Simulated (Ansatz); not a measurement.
# Work function of Fe(110): what the settings cost and change, part 2 of 3

How thick a slab and how much vacuum does the work function of Fe(110) need?

Ansatz 0.2.0; plane-wave DFT, PBE, Ansatz PAW.

So far, work function, upper face (eV): step 2 (run, setting 1 layer) 4.46; step 3 (run, 2 atoms) 4.75; step 4 (slab, 3 atoms) 4.77; step 5 (run, 4 atoms) 4.75.

## (6) Run, 5 atoms

System of this step: Fe(110). The cell holds 5 atoms: 5 Fe. Its edges and angles: a = 2.485 Å, b = 2.485 Å, c = 26.118 Å, α = 90.0°, β = 90.0°, γ = 70.5°. Vacuum lies along c.

Input file input.yaml:

```yaml
crystal:
  lattice:
    - [2.029396462, -1.435, 0.0]
    - [2.029396462, 1.435, 0.0]
    - [0.0, 0.0, 26.117585848]
  atoms:
    - { symbol: Fe, position: [0.0, 0.0, 0.3445954022], spin: 2.5 }
    - { symbol: Fe, position: [0.5, 0.5, 0.4222977011], spin: 2.5 }
    - { symbol: Fe, position: [0.0, 0.0, 0.5], spin: 2.5 }
    - { symbol: Fe, position: [0.5, 0.5, 0.5777022989], spin: 2.5 }
    - { symbol: Fe, position: [0.0, 0.0, 0.6554045978], spin: 2.5 }
magnetization:
  spin_polarized: true
kpoints:
  mp_grid: { grid: [17, 17, 1] }
hamiltonian:
  xc: pbe
scf:
  occupations: { method: fermi_dirac, width: 0.1 }
  convergence: { dr2_threshold: 1.0e-09 }
efield:
  axis: 3
  dipole_correction: true
  ramp_position: 0.97
  ramp_width: 0.06
output:
  write_potential: true
  write_density: true
  volumetric_format: npy
```

On the command line:

```bash
ansatz run input.yaml --threads 4 --pin off --max-ram 6144MiB --backend cpu --events-out ev --progress --plain --runs-dir out
```

The log of the run:

```text
[...]
Crystal: 5 atoms, lattice volume = 152.118 Å³
Basis set: ecut = 420 eV, 2981 PW (Γ)
Bands: 56, of which v1, the nominal top of the filled ones, is band 40 counted from 1 (39 counted from 0)
Symmetry: 4 space group operations
k-points: 81 of 289
[...]
k-point 1 ↑: bands = [... 36 lower, 2.7530, 2.7641, 2.8124, 2.8529, 2.8906, 2.9023, 2.9759, 2.9844, ... 12 higher]
  k-point 2 ↑: bands = [... 36 lower, 2.5704, 2.6540, 2.7465, 2.7881, 2.8047, 2.8879, 2.9249, 2.9852, ... 12 higher]
  k-point 80 ↓: bands = [... 36 lower, 5.5385, 5.6304, 5.6691, 6.1992, 6.2798, 6.4213, 6.5100, 6.5866, ... 12 higher]
[key lines of the parts left out:]
SCF converged after 17 iterations
Magnetization: 12.3370 μB (46.1685 up, 33.8315 down)
Free energy (F): -22400.671119 eV
Fermi energy:    4.083748 eV
Dipole field:    D = 0.000015 V/Å  (p = 0.000013 e·Å, saw-weighted, corrected)
Work function:   Φ+ = 4.7427 eV   Φ− = 4.7431 eV
```

It took 3.4 min on 4 threads of Arm Neoverse N1, shared host; peak memory 1.5 GiB.

The work function is 4.743 eV, -0.003 eV from the run “4 layers”, at 1.4 times its CPU time.

## (7) Run, 6 atoms

System of this step: Fe(110). The cell holds 6 atoms: 6 Fe. Cell: a = 2.485 Å, b = 2.485 Å, c = 28.147 Å, α = 90.0°, β = 90.0°, γ = 70.5°. Vacuum lies along c.

input.yaml, the sections that differ from step 6:

```yaml
crystal:
  lattice:
    - [2.029396462, -1.435, 0.0]
    - [2.029396462, 1.435, 0.0]
    - [0.0, 0.0, 28.14698231]
  atoms:
    - { symbol: Fe, position: [0.0, 0.0, 0.3197500855], spin: 2.5 }
    - { symbol: Fe, position: [0.5, 0.5, 0.3918500513], spin: 2.5 }
    - { symbol: Fe, position: [0.0, 0.0, 0.4639500171], spin: 2.5 }
    - { symbol: Fe, position: [0.5, 0.5, 0.5360499829], spin: 2.5 }
    - { symbol: Fe, position: [0.0, 0.0, 0.6081499487], spin: 2.5 }
    - { symbol: Fe, position: [0.5, 0.5, 0.6802499145], spin: 2.5 }
# magnetization, kpoints, hamiltonian, scf, efield, output: as in step 6
```

The log of the run:

```text
[...]
Crystal: 6 atoms, lattice volume = 163.938 Å³
Basis set: ecut = 420 eV, 3189 PW (Γ)
Bands: 67, of which v1, the nominal top of the filled ones, is band 48 counted from 1 (47 counted from 0)
Symmetry: 4 space group operations
k-points: 81 of 289
[...]
k-point 1 ↑: bands = [... 44 lower, 3.7480, 3.7761, 3.7845, 3.8691, 3.8772, 3.9224, 3.9416, 3.9472, ... 15 higher]
  k-point 2 ↑: bands = [... 44 lower, 3.6295, 3.7172, 3.7183, 3.7591, 3.8656, 3.8940, 3.8965, 3.9475, ... 15 higher]
  k-point 80 ↓: bands = [... 44 lower, 6.5739, 6.7034, 6.8036, 7.2087, 7.2782, 7.3602, 7.4393, 7.5014, ... 15 higher]
[key lines of the parts left out:]
SCF converged after 18 iterations
Magnetization: 14.4986 μB (55.2493 up, 40.7507 down)
Free energy (F): -26881.163867 eV
Fermi energy:    5.064042 eV
Dipole field:    D = -0.000009 V/Å  (p = -0.000008 e·Å, saw-weighted, corrected)
Work function:   Φ+ = 4.7356 eV   Φ− = 4.7353 eV
```

Run time: 4.7 min. Hardware: 4 threads; peak memory 1.9 GiB; 14 min of CPU time.

The work function is 4.736 eV, -0.007 eV from the run “5 layers”, at 1.4 times its CPU time.

## (8) Run, 8 atoms

System of this step: Fe(110). The cell holds 8 atoms: 8 Fe. Cell: a = 2.485 Å, b = 2.485 Å, c = 32.206 Å, α = 90.0°, β = 90.0°, γ = 70.5°. Vacuum lies along c.

input.yaml, the sections that differ from step 7:

```yaml
crystal:
  lattice:
    - [2.029396462, -1.435, 0.0]
    - [2.029396462, 1.435, 0.0]
    - [0.0, 0.0, 32.205775234]
  atoms:
    - { symbol: Fe, position: [0.0, 0.0, 0.2794529843], spin: 2.5 }
    - { symbol: Fe, position: [0.5, 0.5, 0.3424664173], spin: 2.5 }
    - { symbol: Fe, position: [0.0, 0.0, 0.4054798504], spin: 2.5 }
    - { symbol: Fe, position: [0.5, 0.5, 0.4684932835], spin: 2.5 }
    - { symbol: Fe, position: [0.0, 0.0, 0.5315067165], spin: 2.5 }
    - { symbol: Fe, position: [0.5, 0.5, 0.5945201496], spin: 2.5 }
    - { symbol: Fe, position: [0.0, 0.0, 0.6575335827], spin: 2.5 }
    - { symbol: Fe, position: [0.5, 0.5, 0.7205470157], spin: 2.5 }
# magnetization, kpoints, hamiltonian, scf, efield, output: as in step 7
```

The log of the run:

```text
[...]
Crystal: 8 atoms, lattice volume = 187.578 Å³
Basis set: ecut = 420 eV, 3653 PW (Γ)
Bands: 89, of which v1, the nominal top of the filled ones, is band 64 counted from 1 (63 counted from 0)
Symmetry: 4 space group operations
k-points: 81 of 289
[...]
k-point 1 ↑: bands = [... 60 lower, 5.3538, 5.3963, 5.4346, 5.4438, 5.4757, 5.4834, 5.5298, 5.5324, ... 21 higher]
  k-point 2 ↑: bands = [... 60 lower, 5.3092, 5.3178, 5.3199, 5.3907, 5.4448, 5.4701, 5.4838, 5.5061, ... 21 higher]
  k-point 80 ↓: bands = [... 60 lower, 8.1946, 8.5257, 8.5862, 8.8434, 8.8959, 8.9128, 8.9707, 8.9918, ... 21 higher]
[key lines of the parts left out:]
SCF converged after 17 iterations
Magnetization: 18.9634 μB (73.4817 up, 54.5183 down)
Free energy (F): -35842.143631 eV
Fermi energy:    6.648476 eV
Dipole field:    D = -0.000008 V/Å  (p = -0.000009 e·Å, saw-weighted, corrected)
Work function:   Φ+ = 4.7386 eV   Φ− = 4.7383 eV
```

The job ended after 6.9 min (4 threads; peak memory 2.7 GiB; 22 min of CPU time).

The work function is 4.739 eV, +0.003 eV from the run “6 layers”, at 1.6 times its CPU time.

## (9) Run, 10 atoms

System of this step: Fe(110). The cell holds 10 atoms: 10 Fe. Its edges and angles: a = 2.485 Å, b = 2.485 Å, c = 36.265 Å, α = 90.0°, β = 90.0°, γ = 70.5°. Vacuum lies along c.

input.yaml, the sections that differ from step 8:

```yaml
crystal:
  lattice:
    - [2.029396462, -1.435, 0.0]
    - [2.029396462, 1.435, 0.0]
    - [0.0, 0.0, 36.264568158]
  atoms:
    - { symbol: Fe, position: [0.0, 0.0, 0.248176125], spin: 2.5 }
    - { symbol: Fe, position: [0.5, 0.5, 0.3041369861], spin: 2.5 }
    - { symbol: Fe, position: [0.0, 0.0, 0.3600978472], spin: 2.5 }
    - { symbol: Fe, position: [0.5, 0.5, 0.4160587083], spin: 2.5 }
    - { symbol: Fe, position: [0.0, 0.0, 0.4720195694], spin: 2.5 }
    - { symbol: Fe, position: [0.5, 0.5, 0.5279804306], spin: 2.5 }
    - { symbol: Fe, position: [0.0, 0.0, 0.5839412917], spin: 2.5 }
    - { symbol: Fe, position: [0.5, 0.5, 0.6399021528], spin: 2.5 }
    - { symbol: Fe, position: [0.0, 0.0, 0.6958630139], spin: 2.5 }
    - { symbol: Fe, position: [0.5, 0.5, 0.751823875], spin: 2.5 }
# magnetization, kpoints, hamiltonian, scf, efield, output: as in step 8
```

The log of the run:

```text
[...]
Crystal: 10 atoms, lattice volume = 211.218 Å³
Basis set: ecut = 420 eV, 4095 PW (Γ)
Bands: 111, of which v1, the nominal top of the filled ones, is band 80 counted from 1 (79 counted from 0)
Symmetry: 4 space group operations
k-points: 81 of 289
[...]
k-point 1 ↑: bands = [... 76 lower, 6.6123, 6.6372, 6.6857, 6.6913, 6.7106, 6.7161, 6.7631, 6.7667, ... 27 higher]
  k-point 2 ↑: bands = [... 76 lower, 6.5537, 6.5683, 6.5827, 6.6542, 6.6696, 6.6971, 6.7129, 6.7165, ... 27 higher]
  k-point 80 ↓: bands = [... 76 lower, 9.5515, 9.8900, 9.9242, 10.1047, 10.1308, 10.1329, 10.1461, 10.1718, ... 27 higher]
[key lines of the parts left out:]
SCF converged after 18 iterations
Magnetization: 23.4359 μB (91.7180 up, 68.2820 down)
Free energy (F): -44803.123890 eV
Fermi energy:    7.879392 eV
Dipole field:    D = 0.000022 V/Å  (p = 0.000025 e·Å, saw-weighted, corrected)
Work function:   Φ+ = 4.7394 eV   Φ− = 4.7402 eV
```

Wall time 11 min (4 threads); peak memory 3.6 GiB; 37 min of CPU time.

The work function is 4.739 eV, +0.001 eV from the run “8 layers”, at 1.7 times its CPU time.

## (10) Slab, 13 atoms

System of this step: Fe(110). The cell holds 13 atoms: 13 Fe. Cell: a = 2.485 Å, b = 2.485 Å, c = 42.353 Å, α = 90.0°, β = 90.0°, γ = 70.5°. Vacuum lies along c.

input.yaml, the sections that differ from step 9:

```yaml
crystal:
  lattice:
    - [2.029396462, -1.435, 0.0]
    - [2.029396462, 1.435, 0.0]
    - [0.0, 0.0, 42.3527575441]
  atoms:
    - { symbol: Fe, position: [0.0, 0.0, 0.2125009214], spin: 2.5 }
    - { symbol: Fe, position: [0.5, 0.5, 0.2604174345], spin: 2.5 }
    - { symbol: Fe, position: [0.0, 0.0, 0.3083339476], spin: 2.5 }
    - { symbol: Fe, position: [0.5, 0.5, 0.3562504607], spin: 2.5 }
    - { symbol: Fe, position: [0.0, 0.0, 0.4041669738], spin: 2.5 }
    - { symbol: Fe, position: [0.5, 0.5, 0.4520834869], spin: 2.5 }
    - { symbol: Fe, position: [0.0, 0.0, 0.5], spin: 2.5 }
    - { symbol: Fe, position: [0.5, 0.5, 0.5479165131], spin: 2.5 }
    - { symbol: Fe, position: [0.0, 0.0, 0.5958330262], spin: 2.5 }
    - { symbol: Fe, position: [0.5, 0.5, 0.6437495393], spin: 2.5 }
    - { symbol: Fe, position: [0.0, 0.0, 0.6916660524], spin: 2.5 }
    - { symbol: Fe, position: [0.5, 0.5, 0.7395825655], spin: 2.5 }
    - { symbol: Fe, position: [0.0, 0.0, 0.7874990786], spin: 2.5 }
# magnetization, kpoints, hamiltonian, scf, efield, output: as in step 9
```

The log of the run:

```text
[...]
Crystal: 13 atoms, lattice volume = 246.678 Å³
Basis set: ecut = 420 eV, 4787 PW (Γ)
Bands: 145, of which v1, the nominal top of the filled ones, is band 104 counted from 1 (103 counted from 0)
Symmetry: 4 space group operations
k-points: 81 of 289
[...]
k-point 1 ↑: bands = [... 100 lower, 8.0441, 8.0576, 8.0953, 8.1162, 8.1217, 8.1459, 8.1668, 8.1747, ... 37 higher]
  k-point 2 ↑: bands = [... 100 lower, 7.9781, 8.0177, 8.0230, 8.0391, 8.0797, 8.1135, 8.1162, 8.1253, ... 37 higher]
  k-point 80 ↓: bands = [... 100 lower, 11.1672, 11.4046, 11.4109, 11.4384, 11.5322, 11.5368, 11.5524, 11.5666, ... 37 higher]
[key lines of the parts left out:]
SCF converged after 18 iterations
Magnetization: 30.1300 μB (119.0650 up, 88.9350 down)
Free energy (F): -58244.595137 eV
Fermi energy:    9.283828 eV
Dipole field:    D = -0.000000 V/Å  (p = -0.000001 e·Å, saw-weighted, corrected)
Work function:   Φ+ = 4.7390 eV   Φ− = 4.7390 eV
```

Run time: 16 min. Hardware: 4 threads; peak memory 5.3 GiB.

The work function is 4.739 eV, -0.000 eV from the run “10 layers”, at 1.6 times its CPU time.

## (11) Run, 7 atoms

System of this step: Fe(110). The cell holds 7 atoms: 7 Fe. Cell: a = 2.485 Å, b = 2.485 Å, c = 22.176 Å, α = 90.0°, β = 90.0°, γ = 70.5°. Vacuum lies along c.

input.yaml, the sections that differ from step 10:

```yaml
crystal:
  lattice:
    - [2.029396462, -1.435, 0.0]
    - [2.029396462, 1.435, 0.0]
    - [0.0, 0.0, 22.176378772]
  atoms:
    - { symbol: Fe, position: [0.0, 0.0, 0.2254651245], spin: 2.5 }
    - { symbol: Fe, position: [0.5, 0.5, 0.3169767496], spin: 2.5 }
    - { symbol: Fe, position: [0.0, 0.0, 0.4084883748], spin: 2.5 }
    - { symbol: Fe, position: [0.5, 0.5, 0.5], spin: 2.5 }
    - { symbol: Fe, position: [0.0, 0.0, 0.5915116252], spin: 2.5 }
    - { symbol: Fe, position: [0.5, 0.5, 0.6830232504], spin: 2.5 }
    - { symbol: Fe, position: [0.0, 0.0, 0.7745348755], spin: 2.5 }
# magnetization, kpoints, hamiltonian, scf, efield, output: as in step 10
```

The log of the run:

```text
[...]
Crystal: 7 atoms, lattice volume = 129.163 Å³
Basis set: ecut = 420 eV, 2501 PW (Γ)
Bands: 78, of which v1, the nominal top of the filled ones, is band 56 counted from 1 (55 counted from 0)
Symmetry: 4 space group operations
k-points: 81 of 289
[...]
k-point 1 ↑: bands = [... 52 lower, 8.4687, 8.4795, 8.4924, 8.5189, 8.5815, 8.6001, 8.6521, 8.6532, ... 18 higher]
  k-point 2 ↑: bands = [... 52 lower, 8.3725, 8.4004, 8.4674, 8.4723, 8.4902, 8.5757, 8.5897, 8.6364, ... 18 higher]
  k-point 80 ↓: bands = [... 52 lower, 11.2667, 11.5283, 11.6038, 11.9242, 11.9837, 12.0271, 12.0941, 12.1487, ... 18 higher]
[key lines of the parts left out:]
SCF converged after 17 iterations
Magnetization: 16.7346 μB (64.3673 up, 47.6327 down)
Free energy (F): -31361.652921 eV
Fermi energy:    9.750458 eV
Dipole field:    D = -0.000012 V/Å  (p = -0.000009 e·Å, saw-weighted, corrected)
Work function:   Φ+ = 4.7316 eV (in doubt: plateau slope 4.2e-2 eV/Å)   Φ− = 4.7337 eV (in doubt: plateau slope 2.9e-2 eV/Å)
```

Run time: 3.2 min. Hardware: 4 threads; peak memory 1.8 GiB.

The work function is 4.732 eV. The program marks this work function as in doubt.

(Continued in part 3 of 3.)

[Long decimals in the printed logs are rounded to 6 places.]

[Logs are printed without paths, hosts, clocks, repeated set-up lines and the standing remarks that a program may print on its own settings, such as how far it seeks lower states.]

[Hosts, paths, dates, database ids (printed as entryN), source tags and the programs' standing remarks are cut or masked in the printed files.]

[Maps of the electrostatic potential energy from Ansatz leave out the sawtooth potential of an applied field or a dipole correction, so their vacuum need not be flat; planar profiles and work functions include it.]
